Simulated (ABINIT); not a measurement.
# A GW chain in ABINIT: AlGaAs2 (zincblende [001] superlattice) (P-4m2), part 2 of 3

Wanted: ground state, empty states, screening and self-energy for AlGaAs2 (zincblende [001] superlattice) (P-4m2).

ABINIT 10.8.3; PBEsol and many-body steps on it, plane waves. Known limits of the many-body steps: not at the basis limit; mesh may overstate the screening; screening head approximate; coarse k mesh.

So far. Step 2 (Ground state): The gap is direct, at Γ.

The structure was built from a prototype and need not be the compound's stable phase.

### 3. Bands along the symmetry lines

Level of this step: DFT, PBEsol with spin-orbit coupling, plane waves, norm-conserving pseudopotentials (ABINIT).

The cheap functional maps the bands first; the places of the edges decide which points the dearer methods must see.

File run.abi:

```
acell 3*1.0 Angstrom
rprim 
  4.012873860044 0.000000000000 0.000000000000
  0.000000000000 4.012873860044 0.000000000000
  0.000000000000 0.000000000000 5.653081698734
ntypat 3
znucl 31 33 13
natom 4
typat 1 2 3 2
xred 
  0.000000000000 0.000000000000 0.125000000000
  0.500000000000 0.000000000000 0.375237529043
  0.500000000000 0.500000000000 0.625000000000
  0.000000000000 0.500000000000 0.874762470957
pp_dirpath "pseudos"
pseudos "Ga.upf, As.upf, Al.upf"
ecut 45
nspinor 2
iscf -2
irdden 1
kptopt 0
nkpt 39
kpt 
  0.00000000 0.00000000 0.00000000
  0.00000000 0.12500010 0.00000000
  0.00000000 0.25000020 0.00000000
  0.00000000 0.37500031 0.00000000
  0.00000000 0.50000041 0.00000000
  0.12499990 0.50000041 0.00000000
  0.24999979 0.50000041 0.00000000
  0.37499969 0.50000041 0.00000000
  0.49999959 0.50000041 0.00000000
  0.37499969 0.37500031 0.00000000
  0.24999979 0.25000020 0.00000000
  0.12499990 0.12500010 0.00000000
  0.00000000 0.00000000 0.00000000
  0.00000000 0.00000000 0.12500000
  0.00000000 0.00000000 0.25000000
  0.00000000 0.00000000 0.37500000
  0.00000000 0.00000000 0.50000000
  0.00000000 0.12500010 0.50000000
  0.00000000 0.25000020 0.50000000
  0.00000000 0.37500031 0.50000000
  0.00000000 0.50000041 0.50000000
  0.12499990 0.50000041 0.50000000
  0.24999979 0.50000041 0.50000000
  0.37499969 0.50000041 0.50000000
  0.49999959 0.50000041 0.50000000
  0.37499969 0.37500031 0.50000000
  0.24999979 0.25000020 0.50000000
  0.12499990 0.12500010 0.50000000
  0.00000000 0.00000000 0.50000000
  0.00000000 0.50000041 0.00000000
  0.00000000 0.50000041 0.12500000
  0.00000000 0.50000041 0.25000000
  0.00000000 0.50000041 0.37500000
  0.00000000 0.50000041 0.50000000
  0.49999959 0.50000041 0.00000000
  0.49999959 0.50000041 0.12500000
  0.49999959 0.50000041 0.25000000
  0.49999959 0.50000041 0.37500000
  0.49999959 0.50000041 0.50000000
istwfk *1
nband 86
nbdbuf 6
tolwfr 1e-08
nstep 40
prtwf 0
prtvol 0
indata_prefix "in"
outdata_prefix "out"
tmpdata_prefix "tmp"
```

Command:

```bash
> OMP_NUM_THREADS=1 mpirun -n 8 abinit run.abi > log
```

Numbers of over 12 decimals in the logs are rounded to 6 here.

What it wrote:

```text
.Version 10.8.3 of ABINIT. v10.8.2 released Aug 2026.

 Symmetries : space group P-4 m 2 (#115); Bravais tP (primitive tetrag.)
[... echo of the input left out ...]
== DATASET  1 ==================================================================
-   mpi_nproc: 8, omp_nthreads: 1 (-1 if OMP is not activated)

--- !DatasetInfo
iteration_state: {dtset: 1, }
dimensions: {natom: 4, nkpt: 39, mband: 86, nsppol: 1, nspinor: 2, nspden: 1, mpw: 8901, }
cutoff_energies: {ecut:  45.0, pawecutdg:  -1.0, }
electrons: {nelect:   7.00000000E+01, charge:   0.00000000E+00, occopt:   1.00000000E+00, tsmear:   1.00000000E-02, }

 Real(R)+Recip(G) space primitive vectors, cartesian coordinates (Bohr,Bohr^-1):
 R(1)=  7.5832326  0.0000000  0.0000000  G(1)=  0.1318699  0.0000000  0.0000000
 R(2)=  0.0000000  7.5832326  0.0000000  G(2)=  0.0000000  0.1318699  0.0000000
 R(3)=  0.0000000  0.0000000 10.6827762  G(3)=  0.0000000  0.0000000  0.0936086
 Unit cell volume ucvol=  6.1431749E+02 bohr^3
 Angles (23,13,12)=  9.00000000E+01  9.00000000E+01  9.00000000E+01 degrees

 getcut: wavevector=  0.0000  0.0000  0.0000  ngfft=  48  48  72
         ecut(hartree)=     45.000   => boxcut(ratio)=   2.09612

--- Pseudopotential description ------------------------------------------------
- Ga Generated using ONCVPSP code by D. R. Hamann
- 31.00000  21.00000  180509                  znucl, zion, pspdat
12 -116133 2 -1 1902                          pspcod,pspxc,lmax,lloc,mmax
     nproj     2     3     2     0
     spin-orbit psp
        nprojso     4     3     0
  pspatm : epsatm=   21.81442871
         --- l  ekb(1:nproj) -->
             0   -1.211407    4.963105
             1   -5.681640   -1.350451   -0.000027
             2  -10.612054   -3.838816
  spin-orbit 1    0.212329    0.072303   -0.001104   -0.000024
  spin-orbit 2    0.017936    0.011166   -0.000068
 pspatm: atomic psp has been read  and splines computed

- As Generated using ONCVPSP code by D. R. Hamann
- 33.00000  23.00000  180509                  znucl, zion, pspdat
12 -116133 2 -1 1358                          pspcod,pspxc,lmax,lloc,mmax
     nproj     2     2     2     0
     spin-orbit psp
        nprojso     4     3     0
  pspatm : epsatm=   24.49771723
         --- l  ekb(1:nproj) -->
             0   -2.222684    4.086100
[...]
spin-orbit 1    0.215889    0.096500   -0.000730   -0.000080
  spin-orbit 2    0.018139    0.013591   -0.000024
 pspatm: atomic psp has been read  and splines computed

- Al Generated using ONCVPSP code by D. R. Hamann
- 13.00000   3.00000  180509                  znucl, zion, pspdat
12 -116133 2 -1 1876                          pspcod,pspxc,lmax,lloc,mmax
     nproj     2     3     2     0
     spin-orbit psp
        nprojso     4     3     0
  pspatm : epsatm=    0.68869766
         --- l  ekb(1:nproj) -->
[...]
1    6.232105    0.924981    0.000189
[...]
4.8597E-01  4.9012E-01
[...]
Non-SCF case, kpt   38 (  0.50000  0.50000  0.37500), residuals and eigenvalues=
[...]
4.5617E-01  4.5617E-01
 Non-SCF case, kpt   39 (  0.50000  0.50000  0.50000), residuals and eigenvalues=
[...]
4.1661E-01  4.1661E-01

--- !ResultsGS
iteration_state: {dtset: 1, }
comment   : Summary of ground state results
lattice_vectors:
- [  7.5832326,   0.0000000,   0.0000000, ]
- [  0.0000000,   7.5832326,   0.0000000, ]
- [  0.0000000,   0.0000000,  10.6827762, ]
lattice_lengths: [   7.58323,    7.58323,   10.68278, ]
lattice_angles: [ 90.000,  90.000,  90.000, ] # degrees, (23, 13, 12)
lattice_volume:   6.1431749E+02
convergence: {deltae:  0.000E+00, res2:  0.000E+00, residm:  9.989E-09, diffor:  0.000E+00, }
etotal    :  -8.60386408E+02
entropy   :   0.00000000E+00
fermie    :   1.89877201E-01
cartesian_stress_tensor: null
pressure_GPa: null
xred      :
- [  0.0000E+00,   0.0000E+00,   1.2500E-01, Ga]
- [  5.0000E-01,   0.0000E+00,   3.7524E-01, As]
- [  5.0000E-01,   5.0000E-01,   6.2500E-01, Al]
- [  0.0000E+00,   5.0000E-01,   8.7476E-01, As]
cartesian_forces: null
force_length_stats: {min: null, max: null, mean: null, }

 Integrated electronic density in atomic spheres:
 ------------------------------------------------
 Atom  Sphere_radius  Integrated_density
[...]
================================================================================

 ----iterations are completed or convergence reached----

 Mean square residual over all n,k,spin=   48.931E-10; max=  99.892E-10
 reduced coordinates (array xred) for    4 atoms
[...]
0.500000000000      0.500000000000      0.625000000000
       0.000000000000      0.500000000000      0.874762470957

 cartesian coordinates (angstrom) at end:
    1      0.000000     0.000000     0.706635
    2      2.006437     0.000000     2.121248
    3      2.006437     2.006437     3.533176
    4      0.000000     2.006437     4.945104
 length scales=  1.889726125908  1.889726125908  1.889726125908 bohr
              =  1.000000000000  1.000000000000  1.000000000000 angstroms
 prteigrs : about to open file out_EIG
 Eigenvalues (hartree) for nkpt=  39  k points:
 kpt#   1, nband= 86, wtk=  1.00000, kpt=  0.0000  0.0000  0.0000 (reduced coord)
[...]
kpt#   2, nband= 86, wtk=  1.00000, kpt=  0.0000  0.1250  0.0000 (reduced coord)
[...]
kpt#   3, nband= 86, wtk=  1.00000, kpt=  0.0000  0.2500  0.0000 (reduced coord)
[...]
kpt#  38, nband= 86, wtk=  1.00000, kpt=  0.5000  0.5000  0.3750 (reduced coord)
[...]
0.42880    0.42880    0.43685    0.43685    0.45617    0.45617
 kpt#  39, nband= 86, wtk=  1.00000, kpt=  0.5000  0.5000  0.5000 (reduced coord)
[...]
0.06589    0.06589    0.07229    0.07229    0.07278    0.07278    0.34770    0.34770
   0.34816    0.34816    0.36290    0.36290    0.38540    0.38540    0.38874    0.38874
   0.39114    0.39114    0.39645    0.39645    0.41661    0.41661

== END DATASET(S) ==============================================================
================================================================================

 -outvars: echo values of variables after computation  --------
            nband          86
             nkpt          39
          spgroup         115
 [... the other variables as echoed above ...]

 Calculation completed.
```

It took 9.1 min on 8 MPI ranks of Arm Neoverse N1, shared host; peak memory 1.7 GiB.

Numbers from this step:

* gap: 0.8942 eV
* k of the valence top: 0, 0, 0
* k of the conduction bottom: 0, 0, 0
* least direct gap: 0.8942 eV

The gap is 0.894 eV, as in the run before at this level.

The electronic bands at the labelled points (eV, zero at the top of the highest filled band):

```
    point  band 67  band 68  band 69  band 70  band 71  band 72  band 73  band 74
        Γ    -0.02    -0.02     0.00     0.00     0.89     0.89     1.29     1.29
  halfway    -1.35    -1.29    -0.32    -0.32     1.85     1.86     2.68     2.73
        X    -1.19    -1.19    -1.16    -1.16     2.74     2.74     3.01     3.01
  halfway    -2.41    -2.38    -2.35    -2.29     2.42     2.45     2.59     2.60
        M    -2.49    -2.49    -2.44    -2.44     1.24     1.24     1.25     1.25
  halfway    -1.67    -1.67    -1.55    -1.55     2.08     2.08     3.24     3.25
        Γ    -0.02    -0.02     0.00     0.00     0.89     0.89     1.29     1.29
  halfway    -0.76    -0.76    -0.60    -0.60     1.34     1.34     2.23     2.23
        Z    -1.58    -1.58    -1.45    -1.45     1.85     1.85     2.26     2.26
  halfway    -1.45    -1.43    -1.28    -1.28     2.10     2.13     2.77     2.78
        R    -1.01    -1.01    -0.95    -0.95     0.90     0.90     1.87     1.87
  halfway    -1.86    -1.85    -1.83    -1.80     2.89     2.92     3.55     3.59
        A    -3.20    -3.20    -3.19    -3.19     4.29     4.29     4.31     4.31
  halfway    -1.19    -1.19    -1.11    -1.10     2.62     2.64     3.15     3.16
        Z    -1.58    -1.58    -1.45    -1.45     1.85     1.85     2.26     2.26
jump to X    -1.19    -1.19    -1.16    -1.16     2.74     2.74     3.01     3.01
  halfway    -1.15    -1.15    -1.10    -1.10     2.06     2.06     2.70     2.70
        R    -1.01    -1.01    -0.95    -0.95     0.90     0.90     1.87     1.87
jump to M    -2.49    -2.49    -2.44    -2.44     1.24     1.24     1.25     1.25
  halfway    -2.90    -2.90    -2.86    -2.86     2.33     2.33     2.35     2.35
        A    -3.20    -3.20    -3.19    -3.19     4.29     4.29     4.31     4.31
```

### 4. Empty states on the mesh, 4×4×2 mesh, 258 bands

The sums over transitions need many empty states on a uniform mesh; this step solves for them.

File run.abi:

```
acell 3*1.0 Angstrom
rprim 
  4.012873860044 0.000000000000 0.000000000000
  0.000000000000 4.012873860044 0.000000000000
  0.000000000000 0.000000000000 5.653081698734
ntypat 3
znucl 31 33 13
natom 4
typat 1 2 3 2
xred 
  0.000000000000 0.000000000000 0.125000000000
  0.500000000000 0.000000000000 0.375237529043
  0.500000000000 0.500000000000 0.625000000000
  0.000000000000 0.500000000000 0.874762470957
pp_dirpath "pseudos"
pseudos "Ga.upf, As.upf, Al.upf"
ecut 45
nspinor 2
ngkpt 4 4 2
nshiftk 1
shiftk 0 0 0
kptopt 1
chksymbreak 0
iscf -2
irdden 1
istwfk *1
nband 258
nbdbuf 22
tolwfr 1e-09
nstep 60
prtvol 0
indata_prefix "in"
outdata_prefix "out"
tmpdata_prefix "tmp"
```

What it wrote:

```text
.Version 10.8.3 of ABINIT. v10.8.2 released Aug 2026.

 Symmetries : space group P-4 m 2 (#115); Bravais tP (primitive tetrag.)
[... echo of the input left out ...]
== DATASET  1 ==================================================================
-   mpi_nproc: 8, omp_nthreads: 1 (-1 if OMP is not activated)
-    --> not optimal distribution: autoparal keyword recommended in input file <--

--- !DatasetInfo
iteration_state: {dtset: 1, }
dimensions: {natom: 4, nkpt: 12, mband: 258, nsppol: 1, nspinor: 2, nspden: 1, mpw: 8901, }
cutoff_energies: {ecut:  45.0, pawecutdg:  -1.0, }
electrons: {nelect:   7.00000000E+01, charge:   0.00000000E+00, occopt:   1.00000000E+00, tsmear:   1.00000000E-02, }

 Real(R)+Recip(G) space primitive vectors, cartesian coordinates (Bohr,Bohr^-1):
 R(1)=  7.5832326  0.0000000  0.0000000  G(1)=  0.1318699  0.0000000  0.0000000
 R(2)=  0.0000000  7.5832326  0.0000000  G(2)=  0.0000000  0.1318699  0.0000000
 R(3)=  0.0000000  0.0000000 10.6827762  G(3)=  0.0000000  0.0000000  0.0936086
 Unit cell volume ucvol=  6.1431749E+02 bohr^3
 Angles (23,13,12)=  9.00000000E+01  9.00000000E+01  9.00000000E+01 degrees

 getcut: wavevector=  0.0000  0.0000  0.0000  ngfft=  48  48  72
         ecut(hartree)=     45.000   => boxcut(ratio)=   2.09612

--- Pseudopotential description ------------------------------------------------
- Ga Generated using ONCVPSP code by D. R. Hamann
- 31.00000  21.00000  180509                  znucl, zion, pspdat
12 -116133 2 -1 1902                          pspcod,pspxc,lmax,lloc,mmax
     nproj     2     3     2     0
     spin-orbit psp
        nprojso     4     3     0
  pspatm : epsatm=   21.81442871
         --- l  ekb(1:nproj) -->
             0   -1.211407    4.963105
             1   -5.681640   -1.350451   -0.000027
             2  -10.612054   -3.838816
  spin-orbit 1    0.212329    0.072303   -0.001104   -0.000024
  spin-orbit 2    0.017936    0.011166   -0.000068
 pspatm: atomic psp has been read  and splines computed

- As Generated using ONCVPSP code by D. R. Hamann
- 33.00000  23.00000  180509                  znucl, zion, pspdat
12 -116133 2 -1 1358                          pspcod,pspxc,lmax,lloc,mmax
     nproj     2     2     2     0
     spin-orbit psp
        nprojso     4     3     0
  pspatm : epsatm=   24.49771723
         --- l  ekb(1:nproj) -->
             0   -2.222684    4.086100
[...]
spin-orbit 1    0.215889    0.096500   -0.000730   -0.000080
  spin-orbit 2    0.018139    0.013591   -0.000024
 pspatm: atomic psp has been read  and splines computed

- Al Generated using ONCVPSP code by D. R. Hamann
- 13.00000   3.00000  180509                  znucl, zion, pspdat
12 -116133 2 -1 1876                          pspcod,pspxc,lmax,lloc,mmax
     nproj     2     3     2     0
     spin-orbit psp
        nprojso     4     3     0
  pspatm : epsatm=    0.68869766
[...]
prteigrs : about to open file out_EIG
 Non-SCF case, kpt    1 (  0.00000  0.00000  0.00000), residuals and eigenvalues=
  4.41E-10  5.58E-10  4.93E-10  5.14E-10  4.56E-10  9.10E-10  4.79E-10  8.03E-10
  4.99E-10  7.53E-10  5.30E-10  8.17E-10  4.88E-10  6.90E-10  5.04E-10  7.41E-10
  5.89E-10  6.57E-10  1.49E-10  7.59E-10  6.79E-10  9.34E-10  8.17E-10  9.92E-10
[...]
4.27E-06  7.36E-07
 -6.5748E+00 -6.5748E+00 -6.5748E+00 -6.5748E+00 -5.0792E+00 -5.0792E+00
 -4.6255E+00 -4.6255E+00 -4.6255E+00 -4.6255E+00 -4.4412E+00 -4.4412E+00
 -4.4412E+00 -4.4412E+00 -4.4405E+00 -4.4405E+00 -4.4405E+00 -4.4405E+00
[...]
1.9602E+00  1.9603E+00  1.9691E+00  1.9693E+00  1.9780E+00  1.9782E+00
  1.9790E+00  1.9800E+00  1.9840E+00  1.9850E+00  1.9853E+00  1.9855E+00
 prteigrs : prtvol=0 or 1, do not print more k-points.

--- !ResultsGS
iteration_state: {dtset: 1, }
comment   : Summary of ground state results
lattice_vectors:
- [  7.5832326,   0.0000000,   0.0000000, ]
- [  0.0000000,   7.5832326,   0.0000000, ]
- [  0.0000000,   0.0000000,  10.6827762, ]
lattice_lengths: [   7.58323,    7.58323,   10.68278, ]
lattice_angles: [ 90.000,  90.000,  90.000, ] # degrees, (23, 13, 12)
lattice_volume:   6.1431749E+02
convergence: {deltae:  0.000E+00, res2:  0.000E+00, residm:  9.998E-10, diffor:  0.000E+00, }
etotal    :  -8.60386408E+02
entropy   :   0.00000000E+00
fermie    :   1.89877201E-01
cartesian_stress_tensor: null
pressure_GPa: null
xred      :
- [  0.0000E+00,   0.0000E+00,   1.2500E-01, Ga]
- [  5.0000E-01,   0.0000E+00,   3.7524E-01, As]
- [  5.0000E-01,   5.0000E-01,   6.2500E-01, Al]
- [  0.0000E+00,   5.0000E-01,   8.7476E-01, As]
cartesian_forces: null
force_length_stats: {min: null, max: null, mean: null, }

 Integrated electronic density in atomic spheres:
 ------------------------------------------------
 Atom  Sphere_radius  Integrated_density
[...]
================================================================================

 ----iterations are completed or convergence reached----

 Mean square residual over all n,k,spin=   51.942E-11; max=  99.978E-11
 reduced coordinates (array xred) for    4 atoms
[...]
0.500000000000      0.500000000000      0.625000000000
       0.000000000000      0.500000000000      0.874762470957

 cartesian coordinates (angstrom) at end:
    1      0.000000     0.000000     0.706635
    2      2.006437     0.000000     2.121248
    3      2.006437     2.006437     3.533176
    4      0.000000     2.006437     4.945104
 length scales=  1.889726125908  1.889726125908  1.889726125908 bohr
              =  1.000000000000  1.000000000000  1.000000000000 angstroms
 prteigrs : about to open file out_EIG
 Eigenvalues (hartree) for nkpt=  12  k points:
 kpt#   1, nband=258, wtk=  0.03125, kpt=  0.0000  0.0000  0.0000 (reduced coord)
[...]
1.92674    1.92674    1.94836    1.94837    1.94937    1.94938    1.96024    1.96027
   1.96910    1.96934    1.97796    1.97822    1.97896    1.97999    1.98401    1.98502
   1.98533    1.98550
 prteigrs : prtvol=0 or 1, do not print more k-points.

== END DATASET(S) ==============================================================
================================================================================

 -outvars: echo values of variables after computation  --------
            nband         258
             nkpt          12
          spgroup         115
 [... the other variables as echoed above ...]

 Calculation completed.
```

Wall time 17 min (8 MPI ranks); peak memory 1.6 GiB; 2.3 h of CPU time.

This step gave:

```yaml
gap: 0.8942 eV
k_of_the_valence_top: 0, 0, 0
k_of_the_conduction_bottom: 0, 0, 0
least_direct_gap: 0.8942 eV
k_points_computed: 12
lowest_point_of_the_top_converged_band_above_the_valence_top: 46.07 eV
```

On this mesh the gap is 0.894 eV.

[end of part 2 of 3]

[Paths, hosts, dates, memory and timing lines, banners, echoed tables and standing remarks are left out of the program output.]

[Logs are printed without paths, hosts, clocks, repeated set-up lines and the standing remarks that a program may print on its own settings, such as how far it seeks lower states.]

[Runs of the session that timed out or met a known fault of the program may be left out.]

[Hosts, paths, dates, database ids (printed as entryN), source tags and the programs' standing remarks are cut or masked in the printed files.]

[G0W0 gaps are taken among the corrected bands and points alone; a level outside them can change the order at an edge.]

[Where Ansatz stands beside ABINIT at settings called matched, ABINIT's density can come from a denser mesh and the files from another edition; pairs whose starting gaps differed by over 0.03 eV were left out, so agreement reads better than it is.]
